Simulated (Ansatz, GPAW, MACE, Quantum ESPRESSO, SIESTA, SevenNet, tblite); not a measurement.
## Running generalised stacking fault on (110) of a LiCl-LiBr solid solution (56 atoms) with GPAW

How do the settings of GPAW change the result for generalised stacking fault on (110) of a LiCl-LiBr solid solution (56 atoms)? A plane-wave run serves as the yardstick.

Calculated with GPAW 26.7.0; the method is named at each step.

## (1) The structure

The cell holds 56 atoms: 28 Li, 10 Br and 18 Cl. Cell: a = 7.448 Å, b = 5.266 Å, c = 26.274 Å, α = 90.0°, β = 88.6°, γ = 90.0°. Rock-salt LiCl lattice (a = 5.2663 Å, the value set for the mixture), cell with z along [110], 2 x 1 x 7 periods; the third cell vector is tilted by 0.167 of 1/2[1-10] and lengthened by 0.2 Å, so the cell holds one fault; displaced by a Gaussian of 0.01 Å; 10 of 28 Cl sites given to Br at random (lattice constant by Vegard's rule between LiCl and LiBr). Then every atom was moved at random, 0.02 Å r.m.s. a Cartesian component. The structure's axis is c.

The yardstick, on the same geometry:

| Item | Value |
| --- | --- |
| method | Kohn-Sham DFT, PBE, SSSP efficiency 1.3.0 pseudopotentials, plane waves (Quantum ESPRESSO 7.5); sssp-pbe-1.3.0-efficiency, cutoffs 45/360 Ry, Γ point |
| r.m.s. force component | 0.132 eV/Å |
| longest force | 0.6691 eV/Å |
| pressure | -0.1323 GPa |
| gap (highest filled to lowest empty level) | 5.406 eV |
| time | 3.7 min on 2 MPI ranks of Arm Neoverse V1, shared host |
| CPU time | 7.4 min |

## (2) PBE, LCAO dzp, h 0.2 Å

Method: Kohn-Sham DFT, PBE, PAW, atomic orbitals (dzp).

Contents of run.py:

```python
import numpy as np
from ase.io import read
from gpaw import GPAW, FermiDirac

atoms = read("structure.xyz")
atoms.calc = GPAW(
    mode="lcao",
    basis="dzp",
    h=0.2,
    xc="PBE",
    kpts={"size": (1, 1, 1), "gamma": True},
    occupations=FermiDirac(0.05),
    maxiter=200,
    symmetry={"point_group": False},
    txt="gpaw.txt",
)
energy = atoms.get_potential_energy(force_consistent=True)
forces = atoms.get_forces()
print(f"energy {energy:.6f} eV")
print("forces (eV/A)")
for i, (a, f) in enumerate(zip(atoms, forces)):
    print(f"{i:4d} {a.symbol:2s} {f[0]:10.5f} {f[1]:10.5f} {f[2]:10.5f}")
print(f"Fermi level {atoms.calc.get_fermi_level():.4f} eV")
for k in range(len(atoms.calc.get_ibz_k_points())):
    for s in range(atoms.calc.get_number_of_spins()):
        e = atoms.calc.get_eigenvalues(kpt=k, spin=s)
        n = np.searchsorted(e, atoms.calc.get_fermi_level())
        print(f"k {k} spin {s} levels about the Fermi level:", np.round(e[max(n - 6, 0):n], 4).tolist(), "|", np.round(e[n:n + 6], 4).tolist())
```

Contents of structure.xyz:

```xyz
56
Lattice="7.44767 0.00000 0.00000 0.00000 5.26630 0.00000 0.62061 0.00000 26.26686" Properties=species:S:1:pos:R:3 pbc="T T T"
Li 7.46790 0.00300 26.09875
Br 5.59699 0.02738 1.86889
Li 7.46002 5.25503 3.71912
Cl 5.57460 0.01659 5.58013
Li 7.46303 0.01459 7.45874
Cl 5.57128 5.26045 9.32001
Li 7.46511 5.26319 11.21595
Cl 5.58066 5.25040 13.00472
Li 7.47809 0.02738 14.85759
Cl 5.59270 0.02054 16.74512
Li 7.48391 5.24213 18.61874
Cl 5.58922 0.01748 20.51915
Li 7.42742 0.02238 22.33340
Cl 5.58316 5.26398 24.15894
Li 3.73397 0.00848 26.07826
Br 1.90308 0.02960 1.86206
Li 3.71184 0.01922 3.69417
Cl 1.84849 0.01611 5.59432
Li 3.70976 5.23823 7.45191
Br 1.85600 5.25198 9.30057
Li 3.70498 0.00032 11.16447
Cl 1.88473 5.25603 13.02258
Li 3.75880 5.25108 14.88307
Cl 1.87156 0.02164 16.76798
Li 3.71758 0.01754 18.61060
Cl 1.87336 0.00174 20.46582
Li 3.67774 5.26267 22.30818
Cl 1.83518 5.22733 24.20228
Li 1.82869 2.70488 1.85628
Cl 7.48238 2.60982 3.67578
Li 1.86096 2.65021 5.59248
Cl 7.44886 2.64942 7.40437
Li 1.84647 2.63194 9.26616
Br 7.42608 2.61366 11.16236
Li 1.90650 2.63605 13.00787
Cl 7.45946 2.61208 14.86363
Li 1.86696 2.62536 16.73409
Cl 7.43215 2.64579 18.60587
Li 1.87335 2.61577 20.44980
Cl 7.46004 2.62325 22.32079
Li 1.82357 2.63225 24.19624
Cl 7.46582 2.62278 26.05489
Li 5.60487 2.64310 1.87151
Br 3.69860 2.61182 3.72648
Li 5.60225 2.64721 5.58722
Br 3.72649 2.63541 7.40016
Li 5.56627 2.64916 9.32526
Br 3.72157 2.63857 11.15422
Li 5.57017 2.60382 13.04622
Cl 3.68632 2.61456 14.88858
Li 5.60694 2.61998 16.76482
Br 3.71156 2.60492 18.60797
Li 5.56327 2.65653 20.46425
Br 3.69865 2.62256 22.32000
Li 5.60026 2.66554 24.21437
Br 3.72574 2.59560 26.08299
```

Started as:

```console
> OMP_NUM_THREADS=1 python run.py > output.txt
```

Log:

```text
energy -192.532358 eV
forces (eV/A)
   0 Li    0.30219   -0.01091   -0.74033
   1 Br   -0.27622   -0.10934    0.30025
   2 Li    0.00783    0.00932    0.21874
   3 Cl    0.03796   -0.03535    0.05773
   4 Li   -0.22175   -0.00583   -0.23765
   5 Cl    0.02705    0.02190   -0.03732
   6 Li   -0.19008   -0.03402    0.05885
   7 Cl    0.02600    0.02796    0.08017
   8 Li   -0.02370   -0.02247    0.05159
   9 Cl    0.03140   -0.06501   -0.00761
  10 Li   -0.06385    0.02754    0.01217
  11 Cl   -0.03930   -0.03308   -0.13027
  12 Li    0.02045   -0.02344    0.02300
  13 Cl   -0.02817    0.00381    0.20875
  14 Li    0.33064   -0.09308   -0.74628
  15 Br   -0.53984   -0.04452    0.34216
  16 Li    0.03303   -0.08140    0.32895
  17 Cl    0.00491   -0.03461    0.01984
  18 Li    0.20110    0.07008   -0.21799
  19 Br   -0.03890    0.05699    0.01872
  20 Li    0.20168    0.00583    0.12037
  21 Cl   -0.03260    0.00789    0.06100
  22 Li   -0.04831    0.01632    0.03896
  23 Cl   -0.01251   -0.06130   -0.05693
[...]
48 Li    0.02320    0.01243    0.24197
  49 Cl    0.13828    0.02702   -0.01859
  50 Li    0.13598    0.00737   -0.14691
  51 Br    0.03665    0.15130   -0.11075
  52 Li    0.34837   -0.01791    0.09398
  53 Br    0.06964    0.02809    0.08005
  54 Li    0.26071   -0.02405   -0.01925
  55 Br    0.33509    0.15330   -0.33088
Fermi level 3.6960 eV
k 0 spin 0 levels about the Fermi level: [0.8256, 0.8567, 0.8926, 0.9266, 0.9309, 1.1308] | [6.4847, 6.9184, 6.9916, 7.8855, 7.9013, 7.9315]
```

gpaw.txt:

```text
Input parameters:
  mode=LCAO(),
  basis={'default': 'dzp'},
  h=0.2,
  kpts=MonkhorstPack(size=(1, 1, 1), gamma=True),
  maxiter=200,
  occupations=Occupations(name='fermi-dirac', width=0.05, fixmagmom=False),
  symmetry=Symmetry(point_group=False),
  xc=XC(name='PBE')
Unit cell  # Å
| periodic |        x |        y |         z |   lengths |    angles |
|----------|----------|----------|-----------|-----------|-----------|
|      yes | 7.447670 | 0.000000 |  0.000000 |  7.447670 | 90.000000 |
|      yes | 0.000000 | 5.266300 |  0.000000 |  5.266300 | 88.646518 |
|      yes | 0.620610 | 0.000000 | 26.266860 | 26.274191 | 90.000000 |
Number of symmetries: 1
Symmetry operations  # r_c * U_cc + t_c -> r_c
|   | kind |            matrix            |
|---|------|------------------------------|
| 0 |  E   |  1, 0, 0,  0, 1, 0,  0, 0, 1 |
BZ-sampling:
  Number of BZ points: 1
  Number of IBZ points: 1
  Monkhorst-Pack size: [1, 1, 1]
  Monkhorst-Pack shift: [0, 0, 0]
[... lines left out ...]
        l=2, rc=6.2656 Bohr: d-type Gaussian polarization
      Number of RI-basis functions 0
Reference energy: -940689.625382  # eV
eigensolver:
density mixing:
  MSR1-Mixer
occupation numbers:
  Fermi-Dirac:
    width: 0.0500  # eV
FastPoissonSolver using
    Stencil: 8*3+1=25 point O(h^6) finite-difference Laplacian
xc functional:
  name: PBE with 2 nearest neighbor stencil
interpolation: tri-quintic # 5. degree polynomial
Initialization done in: 7.049 s
convergence criteria:
- Maximum [total energy] change in last 3 cyles: 0.0005 eV / valence electron
- Maximum integral of absolute [dens]ity change: 0.0001 electrons / valence electron
- Maximum integral of absolute [eigenst]ate change: 4e-08 eV^2 / valence electron
maximum number of iterations: 200
SCF iterations
|iter     |      energy | eigst |  dens |
|---------|-------------|-------|-------|
|iter:   1| -192.059417 |      c|       |
|iter:   2| -192.068181 |      c| -1.37 |
|iter:   3| -192.465232 |      c| -1.40 |
|iter:   4| -192.531469 |      c| -1.95 |
|iter:   5| -192.532402c|      c| -2.76 |
|iter:   6| -192.532364c|      c| -3.67 |
|iter:   7| -192.532358c|      c| -4.12c|
Converged in 7 steps
SCF loop duration: 42.977 s (6.140 s/step)
Energy contributions relative to reference atoms: (reference = -940689.625382)
Energy contributions:
  Kinetic:         335.747478
  Coulomb:        -332.493421
  Zero:              1.910000
  External:          0.000000
  Xc:             -197.696415
  Entropy:          -0.000000
  Spinorbit:         0.000000
  ----------------------------
  Free energy:    -192.532358
  Extrapolated:   -192.532358
dipole moment: (131.488249, -44.806689, 173.113399)  # |e|*Ang
Fermi level: 3.696
Eigenvalues  # (at kpt = [0.000, 0.000, 0.000])
| band index |      eig [eV] | occ [0-2] |
|------------|---------------|-----------|
|          0 |       -12.677 |     2.000 |
|        ... |               |           |
|        104 |         0.719 |     2.000 |
|        105 |         0.728 |     2.000 |
[...]
|        119 |         8.056 |     0.000 |
|        ... |               |           |
|        138 |         9.403 |     0.000 |
Gap: 5.354 eV
Transition (v -> c):
  (s=0, k=0, n=111, [0.00, 0.00, 0.00]) -> (s=0, k=0, n=112, [0.00, 0.00, 0.00])
No difference between direct/indirect transitions
Force computation time: 13.953  # s
timing:  # [seconds]
  Total:  64.011  # ━━━━━━━━━━━━━━━━━━━━━━━━━━━━━━━━━━━━━━━━━━━━━━━━━━━━━━━━━
  Init:    7.048  # ━━━━━━╸
  SCF:    42.977  # ━━━━━━━━━━━━━━━━━━━━━━━━━━━━━━━━━━━━━━╸
  Forces: 13.953  # ━━━━━━━━━━━━╸
```

Wall time 66 s (1 thread of Arm Neoverse V1, shared host); peak memory 1 GiB.

Banners, paths, timers and routine set-up lines are dropped from the logs unmarked, and long logs keep their key lines alone; longer cuts are marked.

Compared with the plane-wave run:

```yaml
r_m_s_force_component: 0.1596 eV/Å
r_m_s_difference_of_force_components: 30.85 meV/Å
longest_difference_of_force_vectors: 154.4 meV/Å
force_difference_over_r_m_s_force: 23.38 %
slope_of_forces_against_the_reference_s: 1.204
correlation_of_force_components: 0.9955
spacing_of_highest_filled_and_lowest_empty_level: 5.354 eV
gap_difference: -0.052 eV
```

This run lies far from the reference in forces at the same functional. Basis and potentials both differ; the latter hold 224 valence electrons against the reference's 280.

Length of the force difference by element (eV/Å):

```
element  atoms   mean   most
     Br     10  0.049   0.11
     Cl     18  0.028  0.048
     Li     28  0.049   0.15
```

Levels nearest the highest filled one (eV from it): -0.31, -0.27, -0.24, -0.20, -0.20, 0.00, 5.35, 5.79, 5.86, 6.75, 6.77, 6.80.

Local excerpt of 9 atoms (numbers count through the whole input) about Li29, picked at random; x, y, z are measured from there.

```
atom      x      y      z  distance (Å)  bonds      Fx      Fy  Fz (eV/Å)
Li29   0.00   0.00   0.00          0.00      5  -0.374  -0.081      0.438
Br56   1.28  -0.11  -2.04          2.41      5   0.335   0.153     -0.331
Cl30  -1.79  -0.10   1.82          2.56      6  -0.093   0.076      0.006
Br16   0.07   2.59   0.01          2.59      5  -0.540  -0.045      0.342
Br44   1.87  -0.09   1.87          2.65      6   0.159   0.162     -0.137
Br16   0.07  -2.68   0.01          2.68      5  -0.540  -0.045      0.342
Cl42  -2.43  -0.08  -2.07          3.19      5   0.041   0.048     -0.119
Li15   1.28   2.57  -2.04          3.53      5   0.331  -0.093     -0.746
Li15   1.28  -2.70  -2.04          3.62      5   0.331  -0.093     -0.746
```

Atoms are counted from 1 here, from 0 in the log.

Forces lie 23 % from the reference's, at 0.15 times its CPU time (on 1 against 2 cores).

## (3) PBE, LCAO dzp, h 0.2 Å, other mixer settings

Method: Kohn-Sham DFT, PBE, PAW, atomic orbitals (dzp).

run.py, as its differences from that of step 2:

```diff
@@ -2,3 +2,3 @@
 from ase.io import read
-from gpaw import GPAW, FermiDirac
+from gpaw import GPAW, FermiDirac, Mixer
 
@@ -12,2 +12,3 @@
     occupations=FermiDirac(0.05),
+    mixer=Mixer(0.03, 7, 100),
     maxiter=200,
```

structure.xyz is that of step 2.

Log:

```text
energy -192.532357 eV
forces (eV/A)
   0 Li    0.30211   -0.01092   -0.74024
   1 Br   -0.27547   -0.10917    0.29882
   2 Li    0.00782    0.00931    0.21861
   3 Cl    0.03724   -0.03526    0.05660
   4 Li   -0.22167   -0.00584   -0.23757
   5 Cl    0.02641    0.02153   -0.03513
[...]
53 Br    0.06962    0.02810    0.07967
  54 Li    0.26056   -0.02408   -0.01931
  55 Br    0.33423    0.15310   -0.33224
Fermi level 3.6960 eV
k 0 spin 0 levels about the Fermi level: [0.8259, 0.8567, 0.8922, 0.9268, 0.9308, 1.1307] | [6.4846, 6.9183, 6.9915, 7.8854, 7.9009, 7.9314]
```

gpaw.txt:

```text
Input parameters:
  mode=LCAO(),
  basis={'default': 'dzp'},
  h=0.2,
  kpts=MonkhorstPack(size=(1, 1, 1), gamma=True),
  maxiter=200,
[... lines left out ...]
  occupations=Occupations(name='fermi-dirac', width=0.05, fixmagmom=False),
[... lines left out ...]
  Fermi-Dirac:
[... lines left out ...]
convergence criteria:
- Maximum [total energy] change in last 3 cyles: 0.0005 eV / valence electron
[... lines left out ...]
Converged in 11 steps
[... lines left out ...]
  Free energy:    -192.532357
[... lines left out ...]
Fermi level: 3.696
[... lines left out ...]
|        ... |               |           |
|        138 |         9.403 |     0.000 |
Gap: 5.354 eV
Transition (v -> c):
  (s=0, k=0, n=111, [0.00, 0.00, 0.00]) -> (s=0, k=0, n=112, [0.00, 0.00, 0.00])
No difference between direct/indirect transitions
Force computation time: 13.509  # s
timing:  # [seconds]
  Total:  88.820  # ━━━━━━━━━━━━━━━━━━━━━━━━━━━━━━━━━━━━━━━━━━━━━━━━━━━━━━━━━
  Init:    6.991  # ━━━━╸
  SCF:    68.294  # ━━━━━━━━━━━━━━━━━━━━━━━━━━━━━━━━━━━━━━━━━━━━
  Forces: 13.509  # ━━━━━━━━╸
```

The job ended after 90 s (1 thread; peak memory 0.95 GiB).

Compared with the plane-wave run:

| Item | Value |
| --- | --- |
| r.m.s. force component | 0.1594 eV/Å |
| r.m.s. difference of force components | 30.73 meV/Å |
| longest difference of force vectors | 154.3 meV/Å |
| force difference over r.m.s. force | 23.29 % |
| slope of forces against the reference's | 1.203 |
| correlation of force components | 0.9955 |
| gap (highest filled to lowest empty level) | 5.354 eV |
| gap difference | -0.052 eV |
| energy less the same-level run's | 0 meV/atom |
| r.m.s. force difference from the same-level run | 0.685 meV/Å |

This run lies far from the reference in forces at the same functional. Basis and potentials both differ; the latter hold 224 valence electrons against the reference's 280.

Against the first run (23 %), the force difference from the reference is 23 %, at 1.4 times the CPU time (11 SCF steps against 7): another solver or mixer reaches the same state.

## (4) PBE, LCAO sz(dzp), h 0.2 Å

Method: Kohn-Sham DFT, PBE, PAW, atomic orbitals (sz(dzp)).

run.py, as its differences from that of step 3:

```diff
@@ -2,3 +2,3 @@
 from ase.io import read
-from gpaw import GPAW, FermiDirac, Mixer
+from gpaw import GPAW, FermiDirac
 
@@ -7,3 +7,3 @@
     mode="lcao",
-    basis="dzp",
+    basis="sz(dzp)",
     h=0.2,
@@ -12,3 +12,2 @@
     occupations=FermiDirac(0.05),
-    mixer=Mixer(0.03, 7, 100),
     maxiter=200,
```

structure.xyz is that of step 3.

Log:

```text
energy -156.533102 eV
forces (eV/A)
   0 Li    0.33878    0.01964   -0.73799
   1 Br   -0.18950   -0.14718    0.21979
   2 Li    0.01320    0.06051    0.21325
   3 Cl    0.08522   -0.05586    0.06965
   4 Li   -0.24273    0.00481   -0.21488
   5 Cl    0.04601    0.01663   -0.06964
   6 Li   -0.21678   -0.03400    0.03943
   7 Cl    0.04399    0.03470    0.15540
   8 Li   -0.00391   -0.02751    0.05534
   9 Cl    0.04800   -0.07308   -0.04201
  10 Li   -0.06345    0.02118    0.01143
  11 Cl    0.00412   -0.05399   -0.15613
  12 Li    0.01520   -0.00823    0.00442
  13 Cl   -0.00586   -0.02531    0.25217
  14 Li    0.36315   -0.04446   -0.74853
  15 Br   -0.60578   -0.10783    0.31577
  16 Li    0.02589   -0.03789    0.31374
  17 Cl   -0.05701   -0.05722    0.02531
  18 Li    0.22765    0.09746   -0.25115
  19 Br   -0.06631    0.06311   -0.00975
  20 Li    0.22500    0.00453    0.10644
  21 Cl   -0.06025    0.00237    0.13074
  22 Li   -0.07187    0.00830    0.05914
  23 Cl   -0.04673   -0.07193   -0.07920
[...]
48 Li    0.02820    0.02838    0.21985
  49 Cl    0.16786    0.03764   -0.01634
  50 Li    0.13555    0.00032   -0.12577
  51 Br    0.04161    0.17097   -0.12599
  52 Li    0.37389   -0.02570    0.09955
  53 Br    0.08925    0.03150    0.07529
  54 Li    0.24963   -0.02560    0.00039
  55 Br    0.34571    0.18034   -0.38187
Fermi level 3.7575 eV
k 0 spin 0 levels about the Fermi level: [2.1403, 2.1481, 2.1636, 2.2578, 2.331, 2.3594] | [6.9917, 7.5614, 7.647, 8.8764, 8.9276, 9.2373]
```

gpaw.txt:

```text
Input parameters:
  mode=LCAO(),
  basis={'default': 'sz(dzp)'},
  h=0.2,
  kpts=MonkhorstPack(size=(1, 1, 1), gamma=True),
  maxiter=200,
  occupations=Occupations(name='fermi-dirac', width=0.05, fixmagmom=False),
  symmetry=Symmetry(point_group=False),
  xc=XC(name='PBE')
Unit cell  # Å
| periodic |        x |        y |         z |   lengths |    angles |
[... lines left out ...]
  Fermi-Dirac:
[... lines left out ...]
convergence criteria:
- Maximum [total energy] change in last 3 cyles: 0.0005 eV / valence electron
[... lines left out ...]
Converged in 8 steps
[... lines left out ...]
  Free energy:    -156.533102
  Extrapolated:   -156.533102
dipole moment: (129.934033, -44.757177, 172.329214)  # |e|*Ang
Fermi level: 3.758
Eigenvalues  # (at kpt = [0.000, 0.000, 0.000])
| band index |      eig [eV] | occ [0-2] |
|------------|---------------|-----------|
|          0 |       -11.351 |     2.000 |
|        ... |               |           |
|        104 |         2.081 |     2.000 |
|        105 |         2.124 |     2.000 |
[...]
|        119 |         9.637 |     0.000 |
|        ... |               |           |
|        138 |        12.033 |     0.000 |
Gap: 4.632 eV
Transition (v -> c):
  (s=0, k=0, n=111, [0.00, 0.00, 0.00]) -> (s=0, k=0, n=112, [0.00, 0.00, 0.00])
No difference between direct/indirect transitions
Force computation time: 3.215  # s
timing:  # [seconds]
  Total:  24.297  # ━━━━━━━━━━━━━━━━━━━━━━━━━━━━━━━━━━━━━━━━━━━━━━━━━━━━━━━━━
  Init:    6.387  # ━━━━━━━━━━━━━━━
  SCF:    14.669  # ━━━━━━━━━━━━━━━━━━━━━━━━━━━━━━━━━━╸
  Forces:  3.215  # ━━━━━━━╸
```

It took 26 s on 1 thread; peak memory 0.8 GiB.

Numbers from this run, and their distance from the reference:

```
r.m.s. force component                           : 0.1657 eV/Å
r.m.s. difference of force components            : 39.24 meV/Å
longest difference of force vectors              : 174.9 meV/Å
force difference over r.m.s. force               : 29.74 %
slope of forces against the reference's          : 1.244
correlation of force components                  : 0.9909
gap (highest filled to lowest empty level) : 4.632 eV
gap difference                                   : -0.7736 eV
```

This is a coarse setting, run to see what it loses.

Against the first run (23 %), the force difference from the reference is 30 %, at 0.39 times the CPU time, with 140 basis functions against 504: the smaller basis costs accuracy.

(Part 1 of 2 ends here.)

[Also dropped from logs without a mark: logging warnings of Python, and SIESTA's first energy breakdown and zero terms.]

[Logs are printed without paths, hosts, clocks, repeated set-up lines and the standing remarks that a program may print on its own settings, such as how far it seeks lower states.]

[Hosts, paths, dates, database ids (printed as entryN), source tags and the programs' standing remarks are cut or masked in the printed files.]
